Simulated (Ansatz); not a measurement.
# Ir wire along [100], 21 atoms a period: bands along the axis

Aim: is the Ir wire along [100], 21 atoms a period a metal or a semiconductor?

Main program and level: Ansatz 0.2.0; DFT PBE, plane waves, PAW; relaxation of a wire's period; PAW set soft_1, in the first sound run; inputs show where later runs differ.

**1. Starting point**

The cell holds 21 atoms: 21 Ir. Cell: a = 14.540 Å, b = 14.540 Å, c = 3.870 Å, α = 90.0°, β = 90.0°, γ = 90.0°. Vacuum lies along a and b. The structure's axis is c.

**2. Relaxing the period**

Band widths follow the bond lengths, so the wire is relaxed first. The atoms and the third cell vector are free; the box across stays fixed as vacuum. A Fermi-Dirac smearing is set since the result may be a metal. The pressure printed is a third of the stress's trace over the whole box, vacuum included; only the stress along the axis is relaxed.

input.yaml reads:

```yaml
crystal:
  lattice:
    - [14.54, 0.0, 0.0]
    - [0.0, 14.54, 0.0]
    - [0.0, 0.0, 3.87]
  atoms:
    - { symbol: Ir, position: [0.233837689, 0.5, 0.0] }
    - { symbol: Ir, position: [0.366918845, 0.366918845, 0.0] }
    - { symbol: Ir, position: [0.366918845, 0.633081155, 0.0] }
    - { symbol: Ir, position: [0.5, 0.233837689, 0.0] }
    - { symbol: Ir, position: [0.5, 0.5, 0.0] }
    - { symbol: Ir, position: [0.5, 0.766162311, 0.0] }
    - { symbol: Ir, position: [0.633081155, 0.366918845, 0.0] }
    - { symbol: Ir, position: [0.633081155, 0.633081155, 0.0] }
    - { symbol: Ir, position: [0.766162311, 0.5, 0.0] }
    - { symbol: Ir, position: [0.233837689, 0.366918845, 0.5] }
    - { symbol: Ir, position: [0.233837689, 0.633081155, 0.5] }
    - { symbol: Ir, position: [0.366918845, 0.233837689, 0.5] }
    - { symbol: Ir, position: [0.366918845, 0.5, 0.5] }
    - { symbol: Ir, position: [0.366918845, 0.766162311, 0.5] }
    - { symbol: Ir, position: [0.5, 0.366918845, 0.5] }
    - { symbol: Ir, position: [0.5, 0.633081155, 0.5] }
    - { symbol: Ir, position: [0.633081155, 0.233837689, 0.5] }
    - { symbol: Ir, position: [0.633081155, 0.5, 0.5] }
    - { symbol: Ir, position: [0.633081155, 0.766162311, 0.5] }
    - { symbol: Ir, position: [0.766162311, 0.366918845, 0.5] }
    - { symbol: Ir, position: [0.766162311, 0.633081155, 0.5] }
kpoints:
  mp_grid: { grid: [1, 1, 21] }
scf:
  occupations: { method: fermi_dirac, width: 0.05 }
hamiltonian:
  xc: pbe
  pseudopotentials: { kind: paw, azcp: { folder: soft_1 } }
relax:
  cell: { fix: [a, b, alpha, beta, gamma] }
  max_steps: 45
  f_tol: 0.03
```

Command:

```sh
ansatz run input.yaml --threads 4 --pin off --max-ram 16384MiB --backend cpu --events-out ev --progress --plain --runs-dir out
```

Numbers of over 12 decimals in the logs are rounded to 6 here.

The log of the run:

```text
Engine: ansatz 0.2.0, aarch64-unknown-linux-gnu
Pseudopotentials: kind: paw
Pseudopotential: Ir, paw, valence charge 17, recommended cutoff 420 eV (normal), soft_1/Ir.paw.azcp
Functional definition: PBE
  parameter kappa = 0.804
  parameter beta = 0.066725
  exchange = pbe_x(kappa = kappa, mu = beta*pi^2/3)
  correlation = pbe_c(beta = beta)
Crystal: 21 atoms, lattice volume = 818.163 Å³
Basis set: ecut = 420 eV, 16025 PW (Γ), exchange–correlation on 200×200×54 points (8 copies of the dense FFT grid, shifted against one another)
Bands: 215, of which v1, the nominal top of the filled ones, is band 179 counted from 1 (178 counted from 0)
Symmetry: 16 space group operations
Space group: P4/mmm (ITA 123), of the structure as read, at distance tolerance 9.4e-5 Å
k-points: 11 of 21
Non-local potential: Ir, projectors of the file, l = 0: 3, l = 1: 2, l = 2: 2, l = 3: 1
PAW form: soft (Blöchl's): semilocal exchange-correlation on the pseudo side does not see the compensation charge
PAW one-centre angular grid: Ir, 590 points (default); XC on 64 Gauss nodes
Initial density: superposition of atomic densities (neutral atoms: chi_scale 0, normalization atom)
Initial wavefunctions: pseudopotential atomic-orbital guess
Functional: x = pbe(κ = 0.804, μ = 0.219515), c = pbe(β = 0.066725)
SCF iter   1: F=—  HF=-250652.168647 eV  |F-HF|=—  |Δ(HF+E_count)|=         —  Δρ=3.09e-2  dr2=1.82e1  ethr=3.10e-3  ⟨swp⟩=8.0  Hψ=9679  notcnv=0  defer=40
preconditioner: auto → LDOS  [metal: Δε(μ)=0.012 eV  Ē_g=5.351 eV  σ=0.050 eV  W_gap=0.06  n_scr=194 (ndim 8)  ℏωp=17.8 eV  f_vac=0.492  D(μ)=31.18/eV (n_scr^D=250)  β→1.0]
SCF iter   2: F=—  HF=-250652.406925 eV  |F-HF|=—  |Δ(HF+E_count)|=   2.38e-1  Δρ=3.22e-2  dr2=1.92e1  ethr=3.10e-3  ⟨swp⟩=3.0  Hψ=5975  notcnv=0  defer=103
SCF iter   3: F=—  HF=-250647.987334 eV  |F-HF|=—  |Δ(HF+E_count)|=    4.42e0  Δρ=4.35e-3  dr2=2.06e-1  ethr=3.10e-3  ⟨swp⟩=2.7  Hψ=4191  notcnv=0  defer=100
SCF iter   4: F=—  HF=-250647.967535 eV  |F-HF|=—  |Δ(HF+E_count)|=   1.98e-2  Δρ=2.43e-3  dr2=8.26e-2  ethr=5.77e-5  ⟨swp⟩=2.9  Hψ=5678  notcnv=0  defer=100
SCF iter   5: F=—  HF=-250647.953113 eV  |F-HF|=—  |Δ(HF+E_count)|=   1.44e-2  Δρ=8.28e-4  dr2=9.74e-3  ethr=2.31e-5  ⟨swp⟩=2.1  Hψ=4291  notcnv=0  defer=100
SCF iter   6: F=—  HF=-250647.953544 eV  |F-HF|=—  |Δ(HF+E_count)|=   4.31e-4  Δρ=2.65e-4  dr2=1.17e-3  ethr=2.73e-6  ⟨swp⟩=3.0  Hψ=3654  notcnv=0  defer=100
SCF iter   7: F=—  HF=-250647.953633 eV  |F-HF|=—  |Δ(HF+E_count)|=   8.83e-5  Δρ=7.62e-5  dr2=1.21e-4  ethr=3.27e-7  ⟨swp⟩=2.0  Hψ=3261  notcnv=0  defer=100
SCF iter   8: F=—  HF=-250647.953627 eV  |F-HF|=—  |Δ(HF+E_count)|=   5.52e-6  Δρ=2.27e-5  dr2=6.04e-6  ethr=3.40e-8  ⟨swp⟩=2.2  Hψ=3354  notcnv=0  defer=100
SCF iter   9: F=—  HF=-250647.950813 eV  |F-HF|=—  |Δ(HF+E_count)|=   2.81e-3  Δρ=6.92e-6  dr2=7.42e-7  ethr=1.69e-9  ⟨swp⟩=3.3  Hψ=4380  notcnv=0  defer=100
SCF iter  10: F=-250647.950813 eV  HF=-250647.950813 eV  |F-HF|=9.92e-9  |Δ(HF+E_count)|=   2.78e-7  Δρ=2.74e-6  dr2=8.07e-8  ethr=2.80e-11  ⟨swp⟩=5.0  Hψ=8440  notcnv=0
SCF 1 converged in 10 iterations: F = -250647.950813 eV  dr2 = 8.07e-8
  greatest PAW one-centre occupation: 1.000 electrons in one spin orbital (limit 2), on the Ir atom at site 15 (counted from 0), in its partial waves of l = 0
relax step   1: F+E_penalty+E_count = -250647.95081303 eV  Δ(F+E_penalty+E_count) = +0.000e0 eV  max|allowed force component| = 1.862e0 eV/Å  Δτ_max = 0.0000 Å  P = -7.293 GPa  Ω = 818.163 Å³  fix = [a, b, alpha, beta, gamma]  reactions: a -6.860, b -6.860 GPa  (10 SCF iters, dr2 threshold 1.00e-7 eV, accepted)
Crystal: 21 atoms, lattice volume = 785.553 Å³
Basis set: ecut = 420 eV, 15337 PW (Γ), exchange–correlation on 200×200×54 points (8 copies of the dense FFT grid, shifted against one another)
Initial density: handed on by an earlier stage of this run
Initial wavefunctions: those handed on with the density
iter 1 solved again at ethr=2.18e-3 eV; its pass at ethr=3.10e-3 eV (dr2=7.77e0 eV) is discarded
SCF iter   1: F=—  HF=-250650.340832 eV  |F-HF|=—  |Δ(HF+E_count)|=         —  Δρ=1.98e-2  dr2=7.77e0  ethr=2.18e-3  ⟨swp⟩=2.2  Hψ=11429  notcnv=0
preconditioner: auto → LDOS  [metal: Δε(μ)=0.004 eV  Ē_g=5.848 eV  σ=0.050 eV  W_gap=0.02  n_scr=186 (ndim 8)  ℏωp=18.2 eV  f_vac=0.523  D(μ)=17.96/eV (n_scr^D=110)  β→1.0]
SCF iter   2: F=—  HF=-250650.336872 eV  |F-HF|=—  |Δ(HF+E_count)|=   3.96e-3  Δρ=1.31e-2  dr2=4.73e0  ethr=2.18e-3  ⟨swp⟩=2.6  Hψ=3841  notcnv=0
SCF iter   3: F=—  HF=-250649.875217 eV  |F-HF|=—  |Δ(HF+E_count)|=   4.62e-1  Δρ=2.71e-3  dr2=1.32e-1  ethr=1.32e-3  ⟨swp⟩=2.0  Hψ=4027  notcnv=0  defer=127
SCF iter   4: F=—  HF=-250649.844708 eV  |F-HF|=—  |Δ(HF+E_count)|=   3.05e-2  Δρ=6.99e-4  dr2=6.02e-3  ethr=3.69e-5  ⟨swp⟩=3.0  Hψ=4606  notcnv=0  defer=127
SCF iter   5: F=—  HF=-250649.845606 eV  |F-HF|=—  |Δ(HF+E_count)|=   8.99e-4  Δρ=2.12e-4  dr2=4.76e-4  ethr=1.69e-6  ⟨swp⟩=2.0  Hψ=3349  notcnv=0  defer=127
SCF iter   6: F=—  HF=-250649.842969 eV  |F-HF|=—  |Δ(HF+E_count)|=   2.64e-3  Δρ=6.03e-5  dr2=4.69e-5  ethr=1.33e-7  ⟨swp⟩=2.3  Hψ=3310  notcnv=0  defer=127
SCF iter   7: F=—  HF=-250649.842995 eV  |F-HF|=—  |Δ(HF+E_count)|=   2.58e-5  Δρ=1.91e-5  dr2=3.91e-6  ethr=1.31e-8  ⟨swp⟩=2.1  Hψ=3312  notcnv=0  defer=127
SCF iter   8: F=-250649.842996 eV  HF=-250649.842997 eV  |F-HF|=1.89e-7  |Δ(HF+E_count)|=   1.81e-6  Δρ=6.94e-6  dr2=4.96e-7  ethr=5.88e-10  ⟨swp⟩=5.1  Hψ=8567  notcnv=0
SCF 2 converged in 8 iterations: F = -250649.842996 eV  dr2 = 4.96e-7
  greatest PAW one-centre occupation: 1.000 electrons in one spin orbital (limit 2), on the Ir atom at site 7 (counted from 0), in its partial waves of l = 0
relax step   2: F+E_penalty+E_count = -250649.84299631 eV  Δ(F+E_penalty+E_count) = -1.892e0 eV  max|allowed force component| = 1.289e0 eV/Å  Δτ_max = 0.1915 Å  P = +4.380 GPa  Ω = 785.553 Å³  energy of the carried Pulay correction = +5.844e-3 eV  fix = [a, b, alpha, beta, gamma]  reactions: a +4.066, b +4.066 GPa  (8 SCF iters, dr2 threshold 2.10e-6 eV, accepted)
Crystal: 21 atoms, lattice volume = 800.974 Å³
Basis set: ecut = 420 eV, 15641 PW (Γ), exchange–correlation on 200×200×54 points (8 copies of the dense FFT grid, shifted against one another)
iter 1 solved again at ethr=3.63e-4 eV; its pass at ethr=3.10e-3 eV (dr2=1.30e0 eV) is discarded
SCF iter   1: F=—  HF=-250650.471900 eV  |F-HF|=—  |Δ(HF+E_count)|=         —  Δρ=8.45e-3  dr2=1.31e0  ethr=3.63e-4  ⟨swp⟩=2.3  Hψ=11845  notcnv=0
[...]
relax step   4: F+E_penalty+E_count = -250650.35733593 eV  Δ(F+E_penalty+E_count) = +1.980e-2 eV  max|allowed force component| = 2.749e-1 eV/Å  Δτ_max = 0.0609 Å  P = -1.227 GPa  Ω = 804.616 Å³  energy of the carried Pulay correction = +2.380e-3 eV  fix = [a, b, alpha, beta, gamma]  (6 SCF iters, dr2 threshold 2.10e-6 eV, rejected (line search))
[...]
relax step   5: F+E_penalty+E_count = -250650.44372598 eV  Δ(F+E_penalty+E_count) = -6.659e-2 eV  max|allowed force component| = 6.257e-2 eV/Å  Δτ_max = 0.0233 Å  P = -0.014 GPa  Ω = 795.479 Å³  energy of the carried Pulay correction = +4.023e-3 eV  fix = [a, b, alpha, beta, gamma]  reactions: a -0.050, b -0.050 GPa  (10 SCF iters, accepted)
[...]
relax step   6: F+E_penalty+E_count = -250650.44608769 eV  Δ(F+E_penalty+E_count) = -2.362e-3 eV  max|allowed force component| = 2.710e-2 eV/Å  Δτ_max = 0.0061 Å  P = +0.015 GPa  Ω = 796.003 Å³  energy of the carried Pulay correction = +3.928e-3 eV  fix = [a, b, alpha, beta, gamma]  reactions: a -0.006, b -0.006 GPa  (5 SCF iters, dr2 threshold 2.45e-7 eV, accepted)
[...]
relax step   7: F+E_penalty+E_count = -250650.44648652 eV  Δ(F+E_penalty+E_count) = -3.988e-4 eV  max|allowed force component| = 2.032e-3 eV/Å  Δτ_max = 0.0028 Å  P = -0.012 GPa  Ω = 796.327 Å³  energy of the carried Pulay correction = +3.869e-3 eV  fix = [a, b, alpha, beta, gamma]  reactions: a -0.023, b -0.023 GPa  (7 SCF iters, dr2 threshold 8.00e-9 eV, accepted)
Initial wavefunctions: pseudopotential atomic-orbital guess (no wavefunctions were taken with the density)
iter 1 solved again at ethr=1.84e-7 eV; its pass at ethr=3.10e-3 eV (dr2=6.57e-4 eV) is discarded
SCF iter   1: F=—  HF=-250650.444550 eV  |F-HF|=—  |Δ(HF+E_count)|=         —  Δρ=6.11e-5  dr2=4.94e-6  ethr=1.84e-7  ⟨swp⟩=5.0  Hψ=18524  notcnv=0
preconditioner: auto → LDOS  [metal: Δε(μ)=0.069 eV  Ē_g=5.550 eV  σ=0.050 eV  W_gap=0.32  n_scr=186 (ndim 8)  ℏωp=18.1 eV  f_vac=0.514  D(μ)=15.54/eV (n_scr^D=86)  β→1.0]
SCF iter   2: F=—  HF=-250650.441640 eV  |F-HF|=—  |Δ(HF+E_count)|=   2.91e-3  Δρ=1.32e-5  dr2=7.31e-7  ethr=1.38e-9  ⟨swp⟩=3.0  Hψ=5017  notcnv=0
SCF iter   3: F=—  HF=-250650.441640 eV  |F-HF|=—  |Δ(HF+E_count)|=   2.05e-7  Δρ=4.93e-6  dr2=2.71e-7  ethr=2.05e-10  ⟨swp⟩=2.7  Hψ=4604  notcnv=0
SCF iter   4: F=—  HF=-250650.441640 eV  |F-HF|=—  |Δ(HF+E_count)|=   5.03e-8  Δρ=1.14e-6  dr2=1.09e-8  ethr=7.60e-11  ⟨swp⟩=3.0  Hψ=4193  notcnv=0
SCF iter   5: F=—  HF=-250650.441640 eV  |F-HF|=—  |Δ(HF+E_count)|=   1.83e-9  Δρ=2.85e-7  dr2=1.10e-9  ethr=3.05e-12  ⟨swp⟩=2.2  Hψ=4130  notcnv=0
SCF iter   6: F=-250650.441640 eV  HF=-250650.441640 eV  |F-HF|=1.16e-10  |Δ(HF+E_count)|=  5.82e-11  Δρ=9.45e-8  dr2=1.30e-10  ethr=1.00e-12  ⟨swp⟩=5.4  Hψ=8510  notcnv=0
SCF 8 converged in 6 iterations: F = -250650.441640 eV  dr2 = 1.30e-10
relax step   8: F+E_penalty+E_count = -250650.44163968 eV  Δ(F+E_penalty+E_count) = +4.847e-3 eV  max|allowed force component| = 2.355e-3 eV/Å  Δτ_max = 0.0000 Å  P = -0.006 GPa  Ω = 796.327 Å³  fix = [a, b, alpha, beta, gamma]  reactions: a -0.018, b -0.018 GPa  stress off target by 1.87e-2 GPa on what of the cell is left free  SCF on the basis re-selected at this cell (its energy is not comparable with the rows above)  (6 SCF iters)
basis re-selected at this cell: Δ(F+E_penalty+E_count) = +4.847e-3 eV, ΔP = +0.006 GPa vs the last step (what re-selecting the basis moved, of the pressure what is left beyond the Pulay correction that the steps carried, after the strain that the cell walked since its last selection, with what the two solves' SCF thresholds leave and, on support functions, any second-order correction that the steps lacked; it is no m [...]
SCF converged after 6 iterations
Free energy (F): -250650.441640 eV
Harris-Foulkes:  -250650.441640 eV  (|F-HF|=1.16e-10)
Internal energy: -250650.302802 eV  (E = F + TS)
E sigma→0 (E₀):  -250650.372221 eV
Entropy (-TS):   -0.138838 eV (-6.611 meV/atom)
Fermi energy:    6.407372 eV
--- Per-component energies (eV) ---
  E_band       = -8450.361314
  E_kinetic    = 11326.146088
  E_local      = -225608.596170  (includes V_loc(G=0)·N_el)
  E_nonlocal   = 4003.250356
  E_hartree    = 106542.588508
  E_xc         = -4810.240416
  E_vxc        = -5355.416076  (∫ρ·V_xc dr)
  E_paw        = -194574.146931  (= ΣΔE_a)
  E_vpaw       = -5900.925538  (= ΣTr[D̂ρ^β])
  E_aug_tail   = 0.007450  (compensation charges beyond the density's cutoff)
  E_ewald      = 52470.688313
  E_smearing   = -0.138838  (= −TS)
  E_closure    = 0.000000  (closes the sum)
  Σ components = -250650.441640   (vs F -250650.441640, Δ=0.00e0)
--- Forces (eV/Å), atoms counted from 1 ---
  atom   1  Ir    -0.00235478     0.00000000     0.00000000
  atom   2  Ir     0.00093445     0.00093445     0.00000000
  atom   3  Ir     0.00093445    -0.00093445     0.00000000
  atom   4  Ir     0.00000000    -0.00235478     0.00000000
  atom   5  Ir    -0.00000000    -0.00000000     0.00000000
  atom   6  Ir     0.00000000     0.00235478     0.00000000
  atom   7  Ir    -0.00093445     0.00093445     0.00000000
  atom   8  Ir    -0.00093445    -0.00093445     0.00000000
  atom   9  Ir     0.00235478     0.00000000     0.00000000
  atom  10  Ir     0.00149869     0.00140516     0.00000000
  atom  11  Ir     0.00149869    -0.00140516     0.00000000
  atom  12  Ir     0.00140516     0.00149869     0.00000000
  atom  13  Ir     0.00155800     0.00000000     0.00000000
  atom  14  Ir     0.00140516    -0.00149869     0.00000000
  atom  15  Ir    -0.00000000     0.00155800     0.00000000
  atom  16  Ir    -0.00000000    -0.00155800     0.00000000
  atom  17  Ir    -0.00140516     0.00149869     0.00000000
  atom  18  Ir    -0.00155800     0.00000000     0.00000000
  atom  19  Ir    -0.00140516    -0.00149869     0.00000000
  atom  20  Ir    -0.00149869     0.00140516     0.00000000
  atom  21  Ir    -0.00149869    -0.00140516     0.00000000
  max |Σ_I F_I| component: 4.34e-19 eV/Å
--- Stress (GPa, compression-positive) ---
       -0.017740       0.000000       0.000000
        0.000000      -0.017740       0.000000
        0.000000       0.000000       0.018726
  P = ⅓ Tr σ = -0.0056 GPa (-0.056 kbar)
--- Relaxed structure (7 steps of the walk, 6 accepted, 1 SCFs on fresh bases) ---
  F+E_penalty+E_count = -250650.44163968 eV   max|allowed force component| = 2.355e-3 eV/Å   (the final SCF, on the basis selected at the relaxed cell)
  cell:  # Å, volume = 796.3268 Å³
    - [14.54, 0.0, 0.0]
    - [0.0, 14.54, 0.0]
    - [0.0, 0.0, 3.766713]
  atoms:
    - { symbol: Ir, position: [0.240385, 0.5, 0.0] }
    - { symbol: Ir, position: [0.360720, 0.360720, 0.0] }
    - { symbol: Ir, position: [0.360720, 0.639280, 0.0] }
    - { symbol: Ir, position: [0.5, 0.240385, 0.0] }
    - { symbol: Ir, position: [0.5, 0.5, 0.0] }
    - { symbol: Ir, position: [0.5, 0.759615, 0.0] }
    - { symbol: Ir, position: [0.639280, 0.360720, 0.0] }
    - { symbol: Ir, position: [0.639280, 0.639280, 0.0] }
    - { symbol: Ir, position: [0.759615, 0.5, 0.0] }
    - { symbol: Ir, position: [0.241006, 0.371910, 0.5] }
    - { symbol: Ir, position: [0.241006, 0.628090, 0.5] }
    - { symbol: Ir, position: [0.371910, 0.241006, 0.5] }
    - { symbol: Ir, position: [0.369970, 0.5, 0.5] }
    - { symbol: Ir, position: [0.371910, 0.758994, 0.5] }
    - { symbol: Ir, position: [0.5, 0.369970, 0.5] }
    - { symbol: Ir, position: [0.5, 0.630030, 0.5] }
    - { symbol: Ir, position: [0.628090, 0.241006, 0.5] }
    - { symbol: Ir, position: [0.630030, 0.5, 0.5] }
    - { symbol: Ir, position: [0.628090, 0.758994, 0.5] }
    - { symbol: Ir, position: [0.758994, 0.371910, 0.5] }
    - { symbol: Ir, position: [0.758994, 0.628090, 0.5] }
```

It took 6 min on 4 threads of Arm Neoverse V1, shared host; peak memory 3.7 GiB; 24 min of CPU time.

(Part 1 of 2 ends here.)

[Logs are printed without paths, hosts, clocks, repeated set-up lines and the standing remarks that a program may print on its own settings, such as how far it seeks lower states.]

[Hosts, paths, dates, database ids (printed as entryN), source tags and the programs' standing remarks are cut or masked in the printed files.]
